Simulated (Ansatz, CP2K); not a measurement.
**Generalised stacking fault on (111) (glide set) of a Ge-Sn solid solution (48 atoms) in CP2K**

How do the settings of CP2K change the result for generalised stacking fault on (111) (glide set) of a Ge-Sn solid solution (48 atoms)? A plane-wave run serves as the yardstick.

Method: the method is named at each step, in CP2K 2026.2.

## Step 1: The structure

The cell holds 48 atoms: 34 Ge and 14 Sn. Cell: a = 8.334 Å, b = 7.218 Å, c = 20.526 Å, α = 90.0°, β = 88.1°, γ = 90.0°. Diamond-structure Ge lattice (a = 5.8932 Å, the value set for the mixture), cell with z along [111], 2 x 1 x 2 periods; the third cell vector is tilted by 0.167 of 1/2[1-10] and lengthened by 0.1 Å, so the cell holds one fault (glide set); displaced by a Gaussian of 0.01 Å; 14 of 48 Ge sites given to Sn at random (lattice constant by Vegard's rule between Ge and Sn). Then every atom was moved at random, 0.05 Å r.m.s. a Cartesian component. The structure's axis is c.

The yardstick, on the same geometry:

- method: Kohn-Sham DFT, PBE, PAW, plane waves (Ansatz 0.2.0); cutoff 420 eV, Γ point, fermi-dirac smearing of 0.05 eV; PAW set soft_2
- r.m.s. force component: 2.447 eV/Å
- longest force: 13.52 eV/Å
- pressure: 10.41 GPa
- SCF cycles: 9
- time: 26 s on 4 threads of Arm Neoverse V1, shared host
- CPU time: 90 s

## Step 2: PBE, DZVP-MOLOPT-SR, 350/50 Ry, diagonalisation

Method: Kohn-Sham DFT, PBE, GTH-PBE pseudopotentials, Gaussian and plane waves, DZVP-MOLOPT-SR-GTH, diagonalisation.

Contents of input.inp:

```
&GLOBAL
  PROJECT cell
  RUN_TYPE ENERGY_FORCE
  PRINT_LEVEL LOW
&END GLOBAL
&FORCE_EVAL
  METHOD QS
  STRESS_TENSOR ANALYTICAL
  &DFT
    BASIS_SET_FILE_NAME BASIS_MOLOPT
    POTENTIAL_FILE_NAME GTH_POTENTIALS
    &MGRID
      CUTOFF 350
      REL_CUTOFF 50
    &END MGRID
    &QS
      EPS_DEFAULT 1.0E-12
    &END QS
    &SCF
      SCF_GUESS ATOMIC
      EPS_SCF 1.0E-06
      MAX_SCF 200
      ADDED_MOS 21
      &DIAGONALIZATION
        ALGORITHM STANDARD
      &END DIAGONALIZATION
      &SMEAR ON
        METHOD FERMI_DIRAC
        ELECTRONIC_TEMPERATURE [K] 580
      &END SMEAR
      &MIXING
        METHOD BROYDEN_MIXING
        ALPHA 0.15
        NBROYDEN 8
      &END MIXING
      &PRINT
        &RESTART OFF
        &END RESTART
      &END PRINT
    &END SCF
    &XC
      &XC_FUNCTIONAL PBE
      &END XC_FUNCTIONAL
    &END XC
    &PRINT
      &MULLIKEN ON
      &END MULLIKEN
      &HIRSHFELD ON
        SHAPE_FUNCTION DENSITY
      &END HIRSHFELD
      &MO ON
        EIGENVALUES T
        OCCUPATION_NUMBERS T
        MO_INDEX_RANGE 85 108
        &EACH
          QS_SCF 0
        &END EACH
        ADD_LAST NUMERIC
      &END MO
    &END PRINT
  &END DFT
  &SUBSYS
    &CELL
      A 8.33424 0.00000 0.00000
      B 0.00000 7.21767 0.00000
      C 0.69449 0.00000 20.51464
    &END CELL
    &TOPOLOGY
      COORD_FILE_NAME structure.xyz
      COORD_FILE_FORMAT XYZ
    &END TOPOLOGY
    &KIND Ge
      BASIS_SET DZVP-MOLOPT-SR-GTH-q4
      POTENTIAL GTH-PBE-q4
    &END KIND
    &KIND Sn
      BASIS_SET DZVP-MOLOPT-SR-GTH-q4
      POTENTIAL GTH-PBE-q4
    &END KIND
  &END SUBSYS
  &PRINT
    &FORCES ON
    &END FORCES
    &STRESS_TENSOR ON
    &END STRESS_TENSOR
  &END PRINT
&END FORCE_EVAL
```

Contents of structure.xyz:

```xyz
48

Ge 6.15695 3.66124 0.44640
Sn 6.28310 3.57015 3.03535
Sn 6.20243 5.96143 3.87747
Ge 6.29981 5.99745 6.36262
Sn 2.05254 3.68289 0.36639
Ge 2.19910 3.58913 2.98939
Ge 2.16236 6.06335 3.76300
Ge 2.03622 5.97378 6.31953
Ge 4.06914 7.20735 0.30628
Ge 4.20243 7.18656 3.01750
Sn 4.19828 2.45256 3.68525
Ge 4.15218 2.35267 6.36815
Sn 4.18605 4.80617 7.26034
Sn 4.21055 4.72627 9.71984
Ge 6.29002 1.30034 7.14689
Ge 6.29493 1.21834 9.81790
Ge 6.15247 3.72230 10.61961
Ge 6.29049 3.61201 13.08403
Ge 6.28499 6.06205 14.12536
Ge 6.24587 5.94115 16.51244
Ge 8.27355 0.05680 0.37850
Sn 8.39640 7.11994 2.95390
Ge 8.28224 2.40883 3.77654
Ge 8.38425 2.40832 6.36159
Ge 8.31224 4.80242 7.26752
Ge 8.35518 4.80466 9.76928
Sn 2.07125 1.17374 7.17212
Ge 2.04517 1.18521 9.74015
Ge 2.09819 3.59173 10.64402
Ge 2.07925 3.67011 13.21594
Ge 2.02366 6.02625 14.10464
Ge 1.98562 6.01405 16.56311
Ge 4.19792 7.16577 10.61694
Ge 4.21280 0.03861 13.28938
Ge 4.13323 2.49385 14.04330
Ge 4.17780 2.45625 16.66958
Ge 4.06777 4.84132 17.44709
Ge 4.16620 4.84053 20.01244
Sn 6.23478 1.15136 17.44544
Sn 6.24258 1.18370 20.01449
Sn 8.26355 0.08452 10.59048
Sn 8.33504 0.00130 13.16999
Sn 8.29165 2.28396 14.06443
Ge 8.29625 2.42831 16.55880
Sn 8.29346 4.85569 17.52771
Ge 8.29907 4.90672 19.99541
Ge 2.10097 1.23343 17.40257
Ge 2.18081 1.21250 19.99726
```

Command:

```sh
$ OMP_NUM_THREADS=2 cp2k.psmp -i input.inp > output.txt
```

Numbers of over 12 decimals in the logs are rounded to 6 here.

What it wrote:

```text
CP2K| version string:                                       CP2K version 2026.2
 CP2K| Input file name                                                 input.inp
 GLOBAL| Basis set file name                                        BASIS_MOLOPT
 GLOBAL| Potential file name                                      GTH_POTENTIALS
 GLOBAL| Run type                                                   ENERGY_FORCE
 GLOBAL| Total number of message passing processes                             1
 GLOBAL| Number of threads for this process                                    2
 TOTAL NUMBERS AND MAXIMUM NUMBERS
  Total number of            - Atomic kinds:                                   2
                             - Atoms:                                         48
                             - Shell sets:                                    48
                             - Shells:                                       240
                             - Primitive Cartesian functions:                206
                             - Cartesian basis functions:                    672
                             - Spherical basis functions:                    624
  Maximum angular momentum of- Orbital basis functions:                        2
                             - Local part of the GTH pseudopotential:          0
                             - Non-local part of the GTH pseudopotential:      4
 SCF PARAMETERS         Density guess:                                    ATOMIC
                        max_scf:                                             200
                        eps_scf:                                        1.00E-06
                        added MOs                                        21    0
                        Mixing method:                            BROYDEN_MIXING
                                                charge density mixing in g-space
                        Smear method:                                FERMI_DIRAC
                        Electronic temperature [K]:                        580.0
                        Electronic temperature [a.u.]:                  1.84E-03
                        Accuracy threshold:                             1.00E-10
 Extrapolation method: initial_guess
 Number of electrons:                                                        192
 Number of occupied orbitals:                                                 96
 Number of molecular orbitals:                                               117
 Number of orbital functions:                                                624
 Number of independent orbital functions:                                    624
 SCF WAVEFUNCTION OPTIMIZATION
  Step     Update method      Time    Convergence         Total energy    Change
     1 NoMix/Diag. 0.15E+00    2.6     0.63748975      -183.3761440376 -1.83E+02
     2 Broy./Diag. 0.15E+00    4.2     0.03042512      -180.4071119298  2.97E+00
     3 Broy./Diag. 0.15E+00    4.3     0.09503588      -180.7153805606 -3.08E-01
     4 Broy./Diag. 0.15E+00    4.3     0.04607503      -181.3607152000 -6.45E-01
[...]
17 Broy./Diag. 0.15E+00    4.4     0.00000430      -181.3536036265 -8.00E-05
    18 Broy./Diag. 0.15E+00    4.4     0.00000055      -181.3536258337 -2.22E-05
  *** SCF run converged in    18 steps ***
  Electronic density on regular grids:       -192.0000000000        0.0000000000
  Core density on regular grids:              191.9999999992       -0.0000000008
  Total charge density on r-space grids:       -0.0000000007
  Total charge density g-space grids:          -0.0000000007
  Overlap energy of the core charge distribution:               1.83245e-05
  Self energy of the core charge distribution:               -388.629397
  Core Hamiltonian energy:                                     92.293203
  Hartree energy:                                             169.660329
  Exchange-correlation energy:                                -54.670304
  Electronic entropic energy:                                  -0.00747583
  Fermi energy:                                                 0.157116
  Total energy:                                              -181.353626
  Total energy (extrapolated to T->0):                       -181.349888
 MO| EIGENVALUES AND OCCUPATION NUMBERS
 MO|
 MO|  Index      Eigenvalue [a.u.]        Eigenvalue [eV]             Occupation
 MO|     85               0.112152               3.051802               2.000000
 MO|     86               0.116517               3.170590               2.000000
 MO|     87               0.120375               3.275575               2.000000
[...]
MO|    107               0.197185               5.365672               0.000000
 MO|    108               0.199430               5.426754               0.000000
 MO| Sum:                                                             192.000000
 MO| E(Fermi):            0.157116 a.u.          4.275347 eV
 !-----------------------------------------------------------------------------!
                     Mulliken Population Analysis
 #  Atom  Element  Kind  Atomic population                           Net charge
       1     Ge       1          4.000804                             -0.000804
       2     Sn       2          3.972444                              0.027556
       3     Sn       2          3.956201                              0.043799
[...]
47     Ge       1          4.002534                             -0.002534
      48     Ge       1          3.992402                              0.007598
 # Total charge                            192.000000                  0.000000
 !-----------------------------------------------------------------------------!
 !-----------------------------------------------------------------------------!
                           Hirshfeld Charges
  #Atom  Element  Kind  Ref Charge     Population                    Net charge
      1       Ge     1       4.000          4.018                        -0.018
      2       Sn     2       4.000          3.963                         0.037
      3       Sn     2       4.000          3.953                         0.047
[...]
47       Ge     1       4.000          4.002                        -0.002
     48       Ge     1       4.000          4.012                        -0.012
  Total Charge                                                           -0.000
 !-----------------------------------------------------------------------------!
 ENERGY| Total FORCE_EVAL ( QS ) energy [hartree]           -181.353638
 FORCES| Atomic forces [hartree/bohr]
 FORCES|   Atom     x               y               z               |f|
 FORCES|      1 -6.36405594E-02 -3.76351258E-02  2.15960044E-02   7.70253913E-02
 FORCES|      2  2.84990848E-02  6.03109649E-03 -3.86854310E-02   4.84265891E-02
 FORCES|      3  8.96867910E-04  2.12942634E-02  1.22620186E-02   2.45887602E-02
[...]
FORCES|     47 -4.98224677E-03 -4.06555141E-03  5.27413701E-03   8.31673087E-03
 FORCES|     48  7.15181529E-02  3.57772518E-02 -4.77047453E-02   9.31160602E-02
 FORCES| Sum    -2.93981328E-06 -6.42541591E-07 -1.99624746E-07
 FORCES| Total atomic force                                       3.01582689E-06
 STRESS| Analytical stress tensor [bar]
 STRESS|                        x                   y                   z
 STRESS|      x        1.99985962239E+05   2.73270281886E+04  -1.73231815750E+04
 STRESS|      y        2.73270281886E+04   4.36181198338E+04  -2.97135628244E+04
 STRESS|      z       -1.73231815750E+04  -2.97135628244E+04   7.33794415405E+04
 STRESS| 1/3 Trace                                             1.05661174538E+05
```

Wall time 92 s (2 threads of Arm Neoverse V1, shared host); peak memory 1.5 GiB.

Banners, paths, timers and routine set-up lines are dropped from the logs unmarked, and long logs keep their key lines alone; longer cuts are marked.

Compared with the plane-wave run:

| Quantity | Value |
| --- | --- |
| r.m.s. force component | 2.24 eV/Å |
| r.m.s. difference of force components | 223.5 meV/Å |
| longest difference of force vectors | 1394 meV/Å |
| force difference over r.m.s. force | 9.133 % |
| slope of forces against the reference's | 0.9151 |
| correlation of force components | 0.9993 |
| pressure | 10.57 GPa |
| pressure difference | 0.1575 GPa |

Length of the force difference by element (eV/Å):

| element | atoms | mean | most |
| --- | --- | --- | --- |
| Ge | 34 | 0.13 | 1.4 |
| Sn | 14 | 0.36 | 1.4 |

A closer look about Ge44, whose charge lies farthest from its element's mean: 9 atoms, nearest first, numbered in the order of the input, with positions taken from that point.

| atom | x | y | z | distance (Å) | bonds | Hirshfeld charge (e) | Fx | Fy | Fz (eV/Å) |
| --- | --- | --- | --- | --- | --- | --- | --- | --- | --- |
| Ge44 | 0.00 | 0.00 | 0.00 | 0.00 | 4 | -0.06 | 1.11 | -0.13 | 1.00 |
| Sn43 | 0.00 | -0.14 | -2.49 | 2.50 | 4 | 0.07 | 0.19 | 3.28 | 0.50 |
| Sn39 | -2.06 | -1.28 | 0.89 | 2.58 | 4 | 0.06 | 0.12 | -0.26 | -1.45 |
| Ge47 | 2.14 | -1.19 | 0.84 | 2.59 | 4 | 0.00 | -0.26 | -0.21 | 0.27 |
| Sn45 | 0.00 | 2.43 | 0.97 | 2.61 | 4 | 0.08 | -0.10 | -0.76 | -0.62 |
| Ge20 | -2.05 | 3.51 | -0.05 | 4.07 | 4 | -0.04 | -1.50 | 0.00 | 0.12 |
| Ge32 | 2.02 | 3.59 | 0.00 | 4.12 | 4 | -0.02 | 1.36 | 0.90 | -0.12 |
| Ge36 | -4.12 | 0.03 | 0.11 | 4.12 | 4 | -0.03 | -0.93 | 0.49 | -0.95 |
| Ge30 | 2.12 | 1.24 | -3.34 | 4.15 | 4 | -0.02 | 0.54 | 0.08 | -0.53 |

Forces lie 9.1 % from the reference's, at 1.9 times its CPU time (on 2 against 4 cores).

The difference per atom is largest on Sn (0.36 eV/Å on average, against 0.13 on Ge).

## Step 3: PBE, DZVP-MOLOPT-SR, 350/70 Ry, diagonalisation

Method: Kohn-Sham DFT, PBE, GTH-PBE pseudopotentials, Gaussian and plane waves, DZVP-MOLOPT-SR-GTH, diagonalisation.

input.inp, as its differences from that of step 2:

```diff
@@ -13,3 +13,3 @@
       CUTOFF 350
-      REL_CUTOFF 50
+      REL_CUTOFF 70
     &END MGRID
```

structure.xyz is that of step 2.

What it wrote:

```text
CP2K| version string:                                       CP2K version 2026.2
 CP2K| Input file name                                                 input.inp
 GLOBAL| Basis set file name                                        BASIS_MOLOPT
 GLOBAL| Potential file name                                      GTH_POTENTIALS
[... lines left out ...]
 Number of electrons:                                                        192
[... lines left out ...]
  Step     Update method      Time    Convergence         Total energy    Change
[... lines left out ...]
  *** SCF run converged in    18 steps ***
[... lines left out ...]
  Fermi energy:                                                 0.157116
  Total energy:                                              -181.353626
  Total energy (extrapolated to T->0):                       -181.349888
[... lines left out ...]
 MO| E(Fermi):            0.157116 a.u.          4.275347 eV
[... lines left out ...]
 ENERGY| Total FORCE_EVAL ( QS ) energy [hartree]           -181.353637
[... lines left out ...]
 FORCES|      1 -6.36405525E-02 -3.76351010E-02  2.15960034E-02   7.70253731E-02
 FORCES|      2  2.84990896E-02  6.03115573E-03 -3.86853910E-02   4.84265673E-02
 FORCES|      3  8.96873081E-04  2.12941768E-02  1.22619891E-02   2.45886706E-02
[...]
FORCES|     47 -4.98224608E-03 -4.06554547E-03  5.27412270E-03   8.31671847E-03
 FORCES|     48  7.15181583E-02  3.57772634E-02 -4.77047167E-02   9.31160541E-02
 FORCES| Sum    -2.93143242E-06 -6.87312296E-07 -8.20087760E-08
 FORCES| Total atomic force                                       3.01204576E-06
 STRESS| Analytical stress tensor [bar]
 STRESS|                        x                   y                   z
 STRESS|      x        1.99985944187E+05   2.73270260178E+04  -1.73231812439E+04
 STRESS|      y        2.73270260178E+04   4.36178736169E+04  -2.97135876100E+04
 STRESS|      z       -1.73231812439E+04  -2.97135876100E+04   7.33793834570E+04
 STRESS| 1/3 Trace                                             1.05661067087E+05
```

Elapsed: 1.9 min, on 2 threads; peak memory 1.5 GiB; 3.5 min of CPU time.

Compared with the plane-wave run:

```yaml
r_m_s_force_component: 2.24 eV/Å
r_m_s_difference_of_force_components: 223.5 meV/Å
longest_difference_of_force_vectors: 1394 meV/Å
force_difference_over_r_m_s_force: 9.133 %
slope_of_forces_against_the_reference_s: 0.9151
correlation_of_force_components: 0.9993
pressure: 10.57 GPa
pressure_difference: 0.1575 GPa
energy_less_the_same_level_run_s: 0.0002 meV/atom
r_m_s_force_difference_from_the_same_level_run: 0.001 meV/Å
```

Against the first run (9.1 %), the force difference from the reference is 9.1 %, at 1.2 times the CPU time: the change moves forces by under 0.01 meV/Å r.m.s., so most of the difference comes from elsewhere.

The difference per atom is largest on Sn (0.36 eV/Å on average, against 0.13 on Ge).

(Continued in part 2 of 3.)

[Also dropped from logs without a mark: logging warnings of Python, and SIESTA's first energy breakdown and zero terms.]

[Logs are printed without paths, hosts, clocks, repeated set-up lines and the standing remarks that a program may print on its own settings, such as how far it seeks lower states.]

[Hosts, paths, dates, database ids (printed as entryN), source tags and the programs' standing remarks are cut or masked in the printed files.]
